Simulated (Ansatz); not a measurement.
# r2SCAN work function of a third face of Na from its PBE value

PBE and r2SCAN are run on the same slabs. If the two track each other from face to face, two faces calibrate the third.

Set-up. Ansatz 0.2.0, plane waves with PAW datasets (its set soft_2) at their recommended cutoffs; symmetric slabs of 7 layers (11 for bcc (111)) cut at the tabulated experimental lattice constant, atoms at bulk places, 18 Å of vacuum, k-spacing 0.16 Å⁻¹ (2π included), Fermi-Dirac smearing of 0.1 eV, SCF threshold 1e-9 eV. The work function is the vacuum level less the Fermi level.

```tsv
run	PBE (eV)	r2SCAN (eV)
Na(111)	2.582	2.554
Na(100)	2.665	?
Na(110)	2.836	2.843
```

Q: Estimate the withheld value from the rows shown.

Two rows fix a line: slope = (2.843 − 2.554) / (2.836 − 2.582) = 1.1378, intercept −0.3838. At 2.665 it gives 1.1378 × 2.665 + (−0.3838) = 2.648 eV. Rounding of the rows alone allows about ±0.001 eV there; two rows can't show whether the line holds.

The run itself gives 2.665 eV: a miss of +0.017 eV. The plain offset, r2SCAN less PBE, runs from −0.028 to +0.007 eV over the three faces.

**Limits.** Unrelaxed, unreconstructed faces at one geometry; neither value is a test against experiment.

[Logs are printed without paths, hosts, clocks, repeated set-up lines and the standing remarks that a program may print on its own settings, such as how far it seeks lower states.]
